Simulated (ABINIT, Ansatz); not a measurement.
An input for ABINIT 10.8.3 (CdWO4 (P2/c)):

```
acell 3*1.0 Angstrom
rprim 
  5.040000000000 -0.000000000000 -0.000000000000
  -0.000000000000 5.870100000000 -0.000000000000
  -0.130957318200 -0.000000000000 5.082413107100
ntypat 3
znucl 48 74 8
natom 12
typat 1 1 2 2 3 3 3 3 3 3 3 3
xred 
  0.500000000000 0.697290000000 0.250000000000
  0.500000000000 0.302710000000 0.750000000000
  -0.000000000000 0.178550000000 0.250000000000
  -0.000000000000 0.821450000000 0.750000000000
  0.201800000000 0.095500000000 0.950400000000
  0.798200000000 0.095500000000 0.549600000000
  0.798200000000 0.904500000000 0.049600000000
  0.201800000000 0.904500000000 0.450400000000
  0.242000000000 0.370300000000 0.383900000000
  0.758000000000 0.370300000000 0.116100000000
  0.758000000000 0.629700000000 0.616100000000
  0.242000000000 0.629700000000 0.883900000000
pp_dirpath "pseudos"
pseudos "Cd.upf, W.upf, O.upf"
ecut 47
ngkpt 2 2 2
nshiftk 1
shiftk 0 0 0
kptopt 1
chksymbreak 0
istwfk *1
occopt 1
irdwfk 1
optdriver 4
nband 197
gwcalctyp 0
ecutsigx 47
symsigma 1
nkptgw 2
kptgw 
  0.0000000000 0.5000000000 0.0000000000
  0.0000000000 0.0000000000 0.0000000000
bdgw 
  57 61
  57 60
ecuteps 4.2
irdscr 1
ppmodel 1
indata_prefix "in"
outdata_prefix "out"
tmpdata_prefix "tmp"
```

```sh
OMP_NUM_THREADS=1 mpirun -n 16 abinit run.abi > log
```

**Question.** Estimate wall time and host memory on 16 MPI ranks of Intel Xeon 6975P-C (Granite Rapids), shared host.

It took 20 s; on shared hardware allow 9.8 s to 39 s. Peak host memory was 6.2 GiB.

[Paths, hosts, dates, memory and timing lines, banners, echoed tables and standing remarks are left out of the program output.]

[Logs are printed without paths, hosts, clocks, repeated set-up lines and the standing remarks that a program may print on its own settings, such as how far it seeks lower states.]

[Runs of the session that timed out or met a known fault of the program may be left out.]

[Hosts, paths, dates, database ids (printed as entryN), source tags and the programs' standing remarks are cut or masked in the printed files.]

[G0W0 gaps are taken among the corrected bands and points alone; a level outside them can change the order at an edge.]

[Where Ansatz stands beside ABINIT at settings called matched, ABINIT's density can come from a denser mesh and the files from another edition; pairs whose starting gaps differed by over 0.03 eV were left out, so agreement reads better than it is.]
